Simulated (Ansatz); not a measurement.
# Heat carried by phonons in CdF2 (Fm-3m), part 2 of 3

Aim: the lattice thermal conductivity of CdF2 against temperature, and which phonons carry it.

Experimental results on record:
- thermal conductivity 4.3 W/m/K near room temperature (given in “Predicting the lattice thermal conductivity of solids by solving the Boltzmann transport equation: AFLOW - AAPL an automated, accurate and efficient framework”, 2017, arXiv:1611.05481)

Ansatz 0.2.0; DFT LDA, scalar-relativistic, plane waves, PAW.

So far. Step 2 (A first coarse run): The start is under -5.7 GPa at this level and looks like an insulator or semiconductor on this mesh. Step 4 (Tight relaxation): The residual pressure is -0.0018 GPa, small enough for phonons. The relaxed cell has a = 5.297 Å (conventional setting).

## Step 6: Third-order constants and the Boltzmann equation

Pairs of atoms inside the cutoff are displaced in a supercell, the forces give the cubic constants, and these give the three-phonon rates of the Boltzmann equation.

Contents of input.yaml:

```yaml
crystal:
  lattice:
    - [0.0, 2.6487096973, 2.6487096973]
    - [2.6487096973, 0.0, 2.6487096973]
    - [2.6487096973, 2.6487096973, 0.0]
  atoms:
    - { symbol: Cd, position: [0.0, 0.0, 0.0] }
    - { symbol: F, position: [0.25, 0.25, 0.25] }
    - { symbol: F, position: [0.75, 0.75, 0.75] }
kpoints:
  mp_grid: { grid: [8, 8, 8] }
hamiltonian:
  xc: lda
scf:
  occupations: { method: fixed }
output:
  eigenvalues: true
phonons:
  method: fd
  dielectric: true
  qmesh: [8, 8, 8]
  temperatures: { t_max: 1000, t_step: 50 }
  qpath:
    path:
      - [[0.0, 0.0, 0.0], [0.5, 0.0, 0.5], [0.5, 0.25, 0.75], [0.375, 0.375, 0.75], [0.0, 0.0, 0.0], [0.5, 0.5, 0.5], [0.625, 0.25, 0.625], [0.5, 0.25, 0.75], [0.5, 0.5, 0.5], [0.375, 0.375, 0.75]]
      - [[0.625, 0.25, 0.625], [0.5, 0.0, 0.5]]
    npoints: 10
  third_order: { supercell: [4, 4, 4], pair_cutoff: 4.738 }
  lattice_thermal_conductivity:
    qmesh: [21, 21, 21]
    temperatures: [100.0, 150.0, 200.0, 300.0, 400.0, 500.0, 600.0, 800.0]
    isotope_mass_variance: [{ species: Cd, variance: 0.0002716 }, { species: F, variance: 0.0 }]
    solution: relaxation_time
```

Run with:

```console
$ ansatz run input.yaml --threads 18 --pin off --max-ram 92160MiB --backend cuda --events-out ev --progress --plain --runs-dir out
```

Numbers of over 12 decimals in the logs are rounded to 6 here.

What it wrote:

```text
Warning: phonons: the dynamical matrix that this run interpolates holds no multipole term above the dipole-dipole one, and a site of this crystal is no centre of inversion, so its interpolated transverse optical and acoustic branches and sound speeds can stay off near Gamma, and the density of states and the thermodynamics with them. What a run solves at a wave vector of phonons.qpoints, Gamma apart, where the deck admits one, is free of this, and under fd what a larger phonons.supercell samples
Warning: phonons.dielectric: true without phonons.rigid_motions: the static dielectric tensor ε⁰ will be withheld (ε∞, Z* and the rows of modes are given); for a crystal or a slab, whose only rigid motions are the translations, set phonons.rigid_motions: translations
Warning: phonons.third_order: as it is cut ahead of every solve, the batch solves 171 displaced supercells where 121 would do. It runs under 768 of the 3072 operations that the crystal's space group holds on the batch's supercell: the batch's rule counts something of the run as laid on the whole of a grid (at basis.xc_grid: 1 a core's charge, or its kinetic-energy density under a functional that reads it; or a nonlocal correlation kernel at every level), which only an operation that permutes or reverses the grid's axes can carry. The force constants lose no accuracy. For the smaller batch, where no nonlocal correlation is read, try basis.xc_grid above 1; [rest of the remark cut]
[...]
concurrent solve slots: 17 of 18 are kept, ahead of what memory takes: no pass of the eigensolver takes more rounds on 17
[...]
Crystal: 24 atoms, lattice volume = 297.319 Å³
Basis set: ecut = 420 eV, 5791 PW (Γ), FFT grids on a1, a2, 2a1−4a2+a3
Bands: 164, of which v1, the nominal top of the filled ones, is band 136 counted from 1 (135 counted from 0)
Symmetry: 16 space group operations
k-points: 34 of 64
[...]
SCF iter   1: F=—  HF=-77650.812477 eV  |F-HF|=—  |Δ(HF+E_count)|=         —  Δρ=1.98e-8  dr2=6.73e-13  ethr=1.00e-12  ⟨swp⟩=3.0  Hψ=14003  notcnv=0
[...]
SCF 1 converged in 2 iterations: F = -77650.812477 eV  dr2 = 1.21e-13
[...]
SCF 12 converged in 2 iterations: F = -77650.812464 eV  dr2 = 5.18e-14
[...]
SCF 23 converged in 2 iterations: F = -77650.812475 eV  dr2 = 1.12e-13
[...]
SCF 34 converged in 4 iterations: F = -77650.812450 eV  dr2 = 4.84e-12
[...]
SCF 45 converged in 9 iterations: F = -77650.812439 eV  dr2 = 7.82e-13
[...]
SCF 56 converged in 2 iterations: F = -77650.812476 eV  dr2 = 1.17e-13
[...]
SCF 67 converged in 4 iterations: F = -77650.812449 eV  dr2 = 5.54e-12
[...]
SCF 78 converged in 9 iterations: F = -621206.492080 eV  dr2 = 4.05e-10
[...]
SCF 89 converged in 9 iterations: F = -621206.490632 eV  dr2 = 4.57e-10
[...]
SCF 100 converged in 9 iterations: F = -621206.491187 eV  dr2 = 5.03e-10
[...]
SCF 111 converged in 9 iterations: F = -621206.493014 eV  dr2 = 5.98e-10
[...]
SCF 122 converged in 9 iterations: F = -621206.492296 eV  dr2 = 5.30e-10
[...]
SCF 133 converged in 9 iterations: F = -621206.491557 eV  dr2 = 6.98e-10
[...]
SCF 144 converged in 9 iterations: F = -621206.494511 eV  dr2 = 2.96e-10
[...]
SCF 155 converged in 9 iterations: F = -621206.495446 eV  dr2 = 3.00e-10
[...]
SCF 166 converged in 9 iterations: F = -621206.492778 eV  dr2 = 5.96e-10
[...]
SCF 177 converged in 9 iterations: F = -621206.493120 eV  dr2 = 5.73e-10
[...]
SCF 188 converged in 9 iterations: F = -621206.491492 eV  dr2 = 4.39e-10
[...]
SCF 199 converged in 9 iterations: F = -621206.494480 eV  dr2 = 3.08e-10
[...]
SCF 210 converged in 9 iterations: F = -621206.494498 eV  dr2 = 2.73e-10
[...]
SCF 221 converged in 9 iterations: F = -621206.492686 eV  dr2 = 5.45e-10
[...]
SCF 232 converged in 9 iterations: F = -621206.494787 eV  dr2 = 3.04e-10
[...]
SCF 243 converged in 9 iterations: F = -621206.494421 eV  dr2 = 3.44e-10
[...]
q = [0.0000, 0.1250, -0.2500] (star 24, supercell 5; hermiticity 9.26e-17, symmetrization 2.49e-16): 76.79 78.35 145.88 211.85 275.14 287.95 306.99 327.54 382.42
[...]
joined force constants: q→R imaginary residual 4.74e-19
  density of states and harmonic sums: on the 24×24×24 q-mesh, interpolated from the force constants of a 8×8×8 supercell (with the dipole–dipole term)
  largest difference from the sums on the solved wave vectors: F 1.87e-3 eV, S 2.36e-6 and C_V 4.84e-7 eV/K
  zero-point energy: 0.129159 eV/cell   skipped modes (ω ≤ 0): 3   left out of the sums: 2.41e-5 of the cell's modes: C_V's classical limit lies that fraction below 3 k_B per atom; for a crystal, a wire or a layer, F and S can be off by more, and a phonons.interpolated_qmesh denser along its periods is the remedy for the sampling
--- Third-order force constants: 171 member SCFs in a 4×4×4 supercell (pair cutoff 4.738 Å, amplitude 0.03 Å, SCF threshold 1.00e-9 eV, Σ member SCF iterations 1536) ---
  symmetry images taken by strict's conditions (phonons.symmetry_images: auto; settled by a core's charge or kinetic-energy density on sites where symmetry forbids the force that would show it, while other sites can bear one)
  2787 force-constant blocks with the first atom in the home cell, fitted with 296 parameters over 31 symmetry orbits; no atom triplet left out
  sum-rule residual: 1.620e-1 → 1.894e-14 eV/Å³; symmetrization residual: 1.223e-2 eV/Å³; largest sum-rule correction relative to its orbit: 2.327e-1, on the orbit of the block of home site 0 with site 2 of cell (-2, -1, 0) and site 2 of cell (-2, -1, 0), whose norm before the correction was 4.454e-1 eV/Å³
--- Lattice thermal conductivity: 21×21×21 mesh (286 irreducible points), tetrahedron method ---
  three-phonon and isotope scattering only; four-phonon, boundary and, in a metal, phonon-electron scattering are left out
  each conductivity is what the modes' populations carry and what the coherences between them add
  conductivity (a third of the tensor's trace), W/(m K), in the relaxation-time approximation:
       T (K)   relaxation time
      100.00           17.2938
      150.00           10.4328
      200.00            7.6945
      300.00            5.2075
      400.00            4.0150
      500.00            3.3064
      600.00            2.8341
      800.00            2.2397
```

Wall time 13 min (1 × NVIDIA GB200 with 18 threads of Arm Neoverse V2, shared host); peak memory 12 GiB; 86 min of CPU time.

Numbers from this step:

```yaml
lowest_frequency_on_the_path: 0 cm⁻¹
zero_point_energy: 0.1292 eV/cell
point_group: m-3m
highest_frequency: 413.6 cm⁻¹
mean_sound_speed: 2.553 km/s
debye_temperature_elastic: 329 K
debye_temperature_from_the_second_moment: 472 K
kappa_at_300_k_relaxation_time: 5.208 W/m/K
dipole_term: run
mean_free_path_at_half_of_kappa: 4.23 nm
share_of_kappa_above_the_three_lowest_branches: 0.298
third_order_blocks: 2787
periodic_aliases_dropped: 0
largest_relative_sum_rule_correction: 0.2327
displaced_cells_third_order: 171
```

LO-TO term included. The phonon branches at the labelled points (cm⁻¹):

| point | branch 1 | branch 2 | branch 3 | branch 4 | branch 5 | branch 6 | branch 7 | branch 8 | branch 9 |
| --- | --- | --- | --- | --- | --- | --- | --- | --- | --- |
| Γ | 0 | 0 | 0 | 237 | 237 | 319 | 319 | 319 | 390 |
| halfway | 61 | 61 | 149 | 204 | 204 | 246 | 345 | 345 | 400 |
| X | 111 | 111 | 117 | 156 | 156 | 199 | 366 | 366 | 414 |
| halfway | 113 | 124 | 126 | 151 | 187 | 210 | 347 | 371 | 410 |
| W | 115 | 137 | 139 | 158 | 158 | 292 | 292 | 377 | 404 |
| halfway | 111 | 131 | 145 | 160 | 173 | 252 | 326 | 371 | 405 |
| K | 106 | 128 | 142 | 179 | 191 | 217 | 350 | 356 | 405 |
| halfway | 74 | 78 | 142 | 201 | 281 | 282 | 306 | 331 | 386 |
| Γ | 0 | 0 | 0 | 237 | 237 | 319 | 319 | 319 | 390 |
| halfway | 64 | 64 | 125 | 248 | 248 | 312 | 312 | 313 | 379 |
| L | 88 | 88 | 187 | 266 | 266 | 299 | 299 | 307 | 361 |
| halfway | 95 | 118 | 174 | 200 | 231 | 266 | 326 | 338 | 387 |
| U | 106 | 128 | 142 | 179 | 191 | 217 | 350 | 356 | 405 |
| halfway | 111 | 131 | 145 | 160 | 173 | 252 | 326 | 371 | 405 |
| W | 115 | 137 | 139 | 158 | 158 | 292 | 292 | 377 | 404 |
| halfway | 98 | 124 | 171 | 196 | 202 | 294 | 297 | 354 | 390 |
| L | 88 | 88 | 187 | 266 | 266 | 299 | 299 | 307 | 361 |
| halfway | 95 | 118 | 174 | 200 | 231 | 266 | 326 | 338 | 387 |
| K | 106 | 128 | 142 | 179 | 191 | 217 | 350 | 356 | 405 |
| jump to U | 106 | 128 | 142 | 179 | 191 | 217 | 350 | 356 | 405 |
| halfway | 110 | 120 | 121 | 166 | 175 | 194 | 362 | 363 | 411 |
| X | 111 | 111 | 117 | 156 | 156 | 199 | 366 | 366 | 414 |

The phonon branches as a text plot (rows in cm⁻¹):

```
    405 |    **************                  ********       *****
    388 |****              ***********      *        *    **
    371 |       ********              ******    ***** ** *     **
    353 |    ***   *    ***                  ***     *  *   ****
    336 |  **       *   * ****              *** *     *   ***
    319 |**            *   *  *********    **    *     * ***
    302 | *          **     ****       ****        *******
    284 |  *         **    * *             *      **     **
    267 |   *               * *         *** *    *      *  *
    250 |    *         *  **   **   ****   * *  *      * *  *
    233 |**         *   *       ****       ** *       *   ** *
    215 |  ** *          **   **             * *          * *
    198 |    ** ****     *  **              * *      *     * ****
    181 |      *    *  *** *            *********   * **********
    164 |     * ***  ***  ***          *     *  ******      *  **
    146 |    *    *********  *                *******        *
    129 |   *   *  ********   *       *      ******  *      ***
    112 |       ********** *                *  ****** *   ** ****
     95 |  *              ***  *     *   ******      ********
     78 |     **             *      *  **
     60 | *  *                ***    **
     43 |* **                  **   *
     26 | *                     ** *
      9 |*                       ***
         Γ       X    W  K        Γ      L     U  W     L   K|U X
```

Lattice thermal conductivity, RTA xx against temperature:

| temperature (K) | lattice thermal conductivity, RTA xx (W/m/K) |
| --- | --- |
| 100 | 17.3 |
| 150 | 10.4 |
| 200 | 7.69 |
| 300 | 5.21 |
| 400 | 4.01 |
| 500 | 3.31 |
| 600 | 2.83 |
| 800 | 2.24 |

The modes has structure finer than the step of the table below, so its rows give means over 20 cm⁻¹, whole bins alone (the curve runs from -10 to 436 cm⁻¹). Peaks (cm⁻¹: height): Cd 96.5: 0.0367, 172.2: 0.0298; F 130.2: 0.0117, 233.9: 0.0214, 323.6: 0.0335, 390.9: 0.0311.

Phonopy on the run's constants, 19x19x19 mesh, Gaussian sigma 3.2 cm⁻¹. Table of modes by wavenumber; means over each step; values in 1/cm⁻¹/cell:

| wavenumber (cm⁻¹) | Cd | F |
| --- | --- | --- |
| 0 | 3.8e-5 | 1.2e-5 |
| 20 | 7.8e-4 | 2.5e-4 |
| 40 | 0.00282 | 8.7e-4 |
| 60 | 0.00719 | 0.00192 |
| 80 | 0.0196 | 0.00367 |
| 100 | 0.0348 | 0.00449 |
| 120 | 0.0170 | 0.00613 |
| 140 | 0.00928 | 0.00842 |
| 160 | 0.0191 | 0.0129 |
| 180 | 0.0228 | 0.0166 |
| 200 | 0.00512 | 0.0182 |
| 220 | 0.00232 | 0.0194 |
| 240 | 0.00175 | 0.0193 |
| 260 | 9.8e-4 | 0.0182 |
| 280 | 7.0e-4 | 0.0152 |
| 300 | 8.4e-4 | 0.0205 |
| 320 | 7.5e-4 | 0.0294 |
| 340 | 7.2e-4 | 0.0292 |
| 360 | 7.5e-4 | 0.0258 |
| 380 | 0.00151 | 0.0198 |
| 400 | 0.00111 | 0.0272 |
| 420 | 2.0e-5 | 0.00246 |

Distinct triplets, nearest first. Third order norms, by row:

| sites | side 1 (Å) | side 2 (Å) | side 3 (Å) | norm of the 27 components (eV/Å³) |
| --- | --- | --- | --- | --- |
| Cd-Cd-Cd | 0 | 0 | 0 | 0 |
| F-F-F | 0 | 0 | 0 | 40.07 |
| Cd-F-F | 0 | 2.29 | 2.29 | 18.63 |
| Cd-F-Cd | 0 | 2.29 | 2.29 | 19.46 |
| Cd-F-F | 2.29 | 2.29 | 2.65 | 0.914 |
| F-F-F | 0 | 2.65 | 2.65 | 5.081 |
| Cd-F-F | 2.29 | 2.29 | 3.75 | 0.313 |
| Cd-F-Cd | 2.29 | 2.29 | 3.75 | 0.675 |
| F-F-F | 2.65 | 2.65 | 3.75 | 0.253 |
| Cd-Cd-Cd | 0 | 3.75 | 3.75 | 1.823 |
| Cd-Cd-Cd | 3.75 | 3.75 | 3.75 | 0.1 |
| F-F-F | 0 | 3.75 | 3.75 | 0.573 |
| F-F-F | 3.75 | 3.75 | 3.75 | 0.015 |
| F-F-F | 3.75 | 3.75 | 3.75 | 0.048 |
| Cd-F-F | 2.29 | 2.65 | 4.39 | 0.29 |
| Cd-F-F | 2.29 | 3.75 | 4.39 | 0.086 |
| Cd-F-Cd | 2.29 | 3.75 | 4.39 | 0.125 |
| Cd-F-F | 0 | 4.39 | 4.39 | 0.389 |
| Cd-F-F | 3.75 | 4.39 | 4.39 | 0.05 |
| Cd-F-F | 3.75 | 4.39 | 4.39 | 0.012 |
| Cd-F-F | 2.65 | 4.39 | 4.39 | 0.071 |
| Cd-F-Cd | 3.75 | 4.39 | 4.39 | 0.073 |
| Cd-F-Cd | 3.75 | 4.39 | 4.39 | 0.025 |
| Cd-F-Cd | 0 | 4.39 | 4.39 | 0.36 |
| Cd-F-F | 2.29 | 2.29 | 4.59 | 0.144 |
| F-F-F | 2.65 | 3.75 | 4.59 | 0.041 |
| F-F-F | 2.65 | 3.75 | 4.59 | 0.073 |
| Cd-F-F | 4.39 | 4.39 | 4.59 | 0.009 |
| Cd-F-F | 2.29 | 4.39 | 4.59 | 0.038 |
| F-F-F | 0 | 4.59 | 4.59 | 0.145 |

Born charge (rows field, columns displacement) (e), principal values of the symmetric part by kind of site:

| atom | atoms with these values | low | middle | high | mean |
| --- | --- | --- | --- | --- | --- |
| Cd1 | 1 | 2.46 | 2.46 | 2.46 | 2.46 |
| F2 | 2 | -1.23 | -1.23 | -1.23 | -1.23 |

In full for F2:

```
-1.23  0.00  0.00
 0.00 -1.23  0.00
 0.00  0.00 -1.23
```

RTA, 300 K. Kappa by branch, by row:

| branch (by rank) | mean frequency (THz) | mean rms speed (km/s) | median lifetime (ps) | share of kappa |
| --- | --- | --- | --- | --- |
| 1 | 2.66 | 1.28 | 1.86 | 0.168 |
| 2 | 3.08 | 1.99 | 1.45 | 0.28 |
| 3 | 4.6 | 2.25 | 0.713 | 0.254 |
| 4 | 5.85 | 2.46 | 0.331 | 0.053 |
| 5 | 6.53 | 3.17 | 0.297 | 0.081 |
| 6 | 7.84 | 3.78 | 0.284 | 0.104 |
| 7 | 9.73 | 2.47 | 0.273 | 0.043 |
| 8 | 10.4 | 1.49 | 0.265 | 0.014 |
| 9 | 11.78 | 0.96 | 0.16 | 0.003 |

Table of spectral kappa at 300 K, relaxation time (W/m/K/THz) by frequency; read off at these points:

frequency (THz), spectral kappa at 300 K, relaxation time (W/m/K/THz) and a bar:
```
     0.25       0.38 ###########
     0.75       0.80 ########################
     1.25       0.97 #############################
     1.75       1.00 ##############################
     2.25       0.87 ##########################
     2.75       0.90 ###########################
     3.25       0.70 #####################
     3.75       0.50 ###############
     4.25       0.31 #########
     4.75       0.30 #########
     5.25       0.31 #########
     5.75       0.32 #########
     6.25       0.34 ##########
     6.75       0.35 ##########
     7.25       0.30 #########
     7.75       0.29 #########
     8.25       0.26 ########
     8.75       0.23 #######
     9.25       0.20 ######
     9.75       0.17 #####
    10.25       0.10 ###
    10.75       0.05 #
    11.25       0.01 
    11.75       0.02 
    12.25       0.00
```

Relaxation-time solution. Table of share of κ carried by shorter paths by mean free path:

| mean free path (nm) | 100 K | 300 K | 800 K |
| --- | --- | --- | --- |
| 0.316 | 0 | 0.005 | 0.093 |
| 0.464 | 0 | 0.014 | 0.252 |
| 0.681 | 0.001 | 0.042 | 0.387 |
| 1 | 0.001 | 0.115 | 0.442 |
| 1.47 | 0.004 | 0.295 | 0.519 |
| 2.15 | 0.01 | 0.374 | 0.585 |
| 3.16 | 0.028 | 0.434 | 0.642 |
| 4.64 | 0.083 | 0.518 | 0.702 |
| 6.81 | 0.168 | 0.585 | 0.759 |
| 10 | 0.214 | 0.646 | 0.803 |
| 14.7 | 0.282 | 0.702 | 0.845 |
| 21.5 | 0.374 | 0.768 | 0.901 |
| 31.6 | 0.45 | 0.822 | 0.93 |
| 46.4 | 0.516 | 0.848 | 0.934 |
| 68.1 | 0.588 | 0.898 | 0.971 |
| 100 | 0.657 | 0.925 | 1 |
| 147 | 0.711 | 0.942 | 1 |
| 215 | 0.77 | 0.969 | 1 |
| 316 | 0.835 | 1 | 1 |
| 464 | 0.887 | 1 | 1 |
| 681 | 0.887 | 1 | 1 |
| 1000 | 0.952 | 1 | 1 |
| 1470 | 1 | 1 | 1 |

[end of part 2 of 3]

[Logs are printed without paths, hosts, clocks, repeated set-up lines and the standing remarks that a program may print on its own settings, such as how far it seeks lower states.]

[Hosts, paths, dates, database ids (printed as entryN), source tags and the programs' standing remarks are cut or masked in the printed files.]

[A step with changed settings may run another functional than the one named; its input shows which.]
